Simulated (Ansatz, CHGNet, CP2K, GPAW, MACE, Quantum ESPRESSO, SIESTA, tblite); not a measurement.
## Σ5 (001) twist boundary in Ge (77 atoms): runs against a plane-wave reference

The cell holds 77 atoms: 77 Ge. Cell: a = 8.946 Å, b = 8.946 Å, c = 22.565 Å, α = 90.0°, β = 90.0°, γ = 90.0°. It derives from Ge (diamond-structure). Diamond-structure Ge (a = 5.658 Å); two grains turned against each other by 36.87 deg about [001]; 1 x 1 coincidence cells, 2 lattice periods a grain, two boundaries a cell, upper grain shifted by [0.031, 0.71] of the boundary cell and opened by 0.2 Å, one atom of each pair nearer than 2.009 Å removed; minimised with a classical potential (one cell length free). Then every atom was moved at random, 0.02 Å r.m.s. a Cartesian component. Regions: lower grain, 40 atoms (40 Ge); upper grain, 37 atoms (37 Ge).

Geometry: as built.

The reference, a calculation:

* method: Kohn-Sham DFT, PBE, SSSP efficiency 1.3.0 pseudopotentials, plane waves (Quantum ESPRESSO 7.5); sssp-pbe-1.3.0-efficiency, cutoffs 45/360 Ry, Γ point
* r.m.s. force component: 0.4065 eV/Å
* longest force: 1.733 eV/Å
* pressure: 5.283 GPa
* time: 6 min on 4 MPI ranks of Arm Neoverse V2, shared host
* CPU time: 24 min

**Question.** The same geometry is run in other programs. How far does each lie from the reference, and what does it cost?
- GPAW PBE, LCAO dzp, h 0.2 Å (GPAW 26.7.0; 1 thread)
- CP2K PBE+D3, DZVP-UZH, 350/50 Ry, diagonalisation (CP2K 2026.2; 2 threads)
- CP2K PBE, DZVP-MOLOPT (SR for Ge), 350/50 Ry, diagonalisation (CP2K 2026.2; 2 threads)
- tblite GFN1-xTB (tblite 0.8.0; 1 thread)
- MACE MP-0b2 small potential (MACE MP-0b2 small; 1 thread)
- GPAW PBE, LCAO sz(dzp), h 0.2 Å (GPAW 26.7.0; 1 thread)
- CHGNet 0.3.0 potential (CHGNet 0.3.0; 1 thread)
- CP2K PBE, DZVP-UZH, 350/50 Ry, diagonalisation (CP2K 2026.2; 2 threads)
- CP2K PBE, SZV-MOLOPT-SR, 350/50 Ry, diagonalisation (CP2K 2026.2; 1 thread)
- SIESTA PBE, DZP, shift 0.01 Ry, mesh 300 Ry (SIESTA 5.4.2; 2 MPI ranks)

Differences are against the plane-wave reference, forces as r.m.s. over components; share is that over the reference's r.m.s. force, slope the least-squares factor from reference forces to these. Total energies of different programs have different zeros and aren't compared.

```
                                                          run  Δ force, r.m.s. (meV/Å)  share (%)  slope  Δ pressure (GPa)  cores  CPU time  memory (GiB)
                                                    reference                        -          -      -                 -      4    24 min           6.0
                                  GPAW PBE, LCAO dzp, h 0.2 Å                     60.8       14.9  1.121                 -      1   4.1 min           1.6
            CP2K PBE+D3, DZVP-UZH, 350/50 Ry, diagonalisation                     26.8       6.60  1.023           -0.0405      2   2.9 min           2.3
CP2K PBE, DZVP-MOLOPT (SR for Ge), 350/50 Ry, diagonalisation                     25.2       6.21  1.032             0.915      2   2.1 min           2.2
                                              tblite GFN1-xTB                      187       46.1  0.700             0.408      1     7.9 s          0.16
                                  MACE MP-0b2 small potential                      179       44.1  0.696             -1.13      1     5.3 s          0.67
                     GPAW PBE, LCAO sz(dzp), h 0.2 Å (coarse)                      226       55.5  1.427                 -      1      71 s           1.2
                                       CHGNet 0.3.0 potential                      231       56.8  0.578            -0.437      1       3 s          0.64
               CP2K PBE, DZVP-UZH, 350/50 Ry, diagonalisation                     20.2       4.97  1.024             0.727      2   2.9 min           2.2
 CP2K PBE, SZV-MOLOPT-SR, 350/50 Ry, diagonalisation (coarse)                      214       52.7  1.264             -3.46      1      93 s           2.1
                  SIESTA PBE, DZP, shift 0.01 Ry, mesh 300 Ry                      111       27.2  1.190              1.51      2   7.2 min           1.8
```

Rows marked coarse were listed beforehand as settings not expected to be converged; some can still land near the reference.

Times of the machine-learned potentials are mostly Python's start and the loading of weights.

CPU time is summed over cores on a shared host, where runs went side by side, so it is rough. Symmetry, cutoffs, thresholds, outputs and thread counts weren't matched or tuned between programs; memory under MPI is the largest rank's times the ranks.

The PBE runs in local orbitals, coarse settings apart, differ by 5.0 % (CP2K PBE, DZVP-UZH, 350/50 Ry, diagonalisation) to 27 % (SIESTA PBE, DZP, shift 0.01 Ry, mesh 300 Ry); basis, grid and potentials can all enter. Tight binding differs by 46 % (tblite GFN1-xTB); it is another model, with fitted parameters of its own, and the xTB methods hold dispersion. Machine-learned potentials differ by 44 % (MACE MP-0b2 small potential) to 57 % (CHGNet 0.3.0 potential); they were trained on other programs' data. Among those trained on PBE data the slope goes as low as 0.58, with a correlation of 0.84, so directions differ as well as sizes. Rows with another functional or a dispersion term differ by 6.6 % (CP2K PBE+D3, DZVP-UZH, 350/50 Ry, diagonalisation), which mixes the change of model with differences of basis and potentials. Periodic xTB results under one method name differ between programs and library versions. Machine-learned potentials mimic data converged in k, so the reference's own k-point error enters their differences. The electronic-structure runs sample only Γ, in a cell whose shortest periodic width is 9 Å, which is coarse for a cell with partly filled levels.

[Logs are printed without paths, hosts, clocks, repeated set-up lines and the standing remarks that a program may print on its own settings, such as how far it seeks lower states.]

[Hosts, paths, dates, database ids (printed as entryN), source tags and the programs' standing remarks are cut or masked in the printed files.]
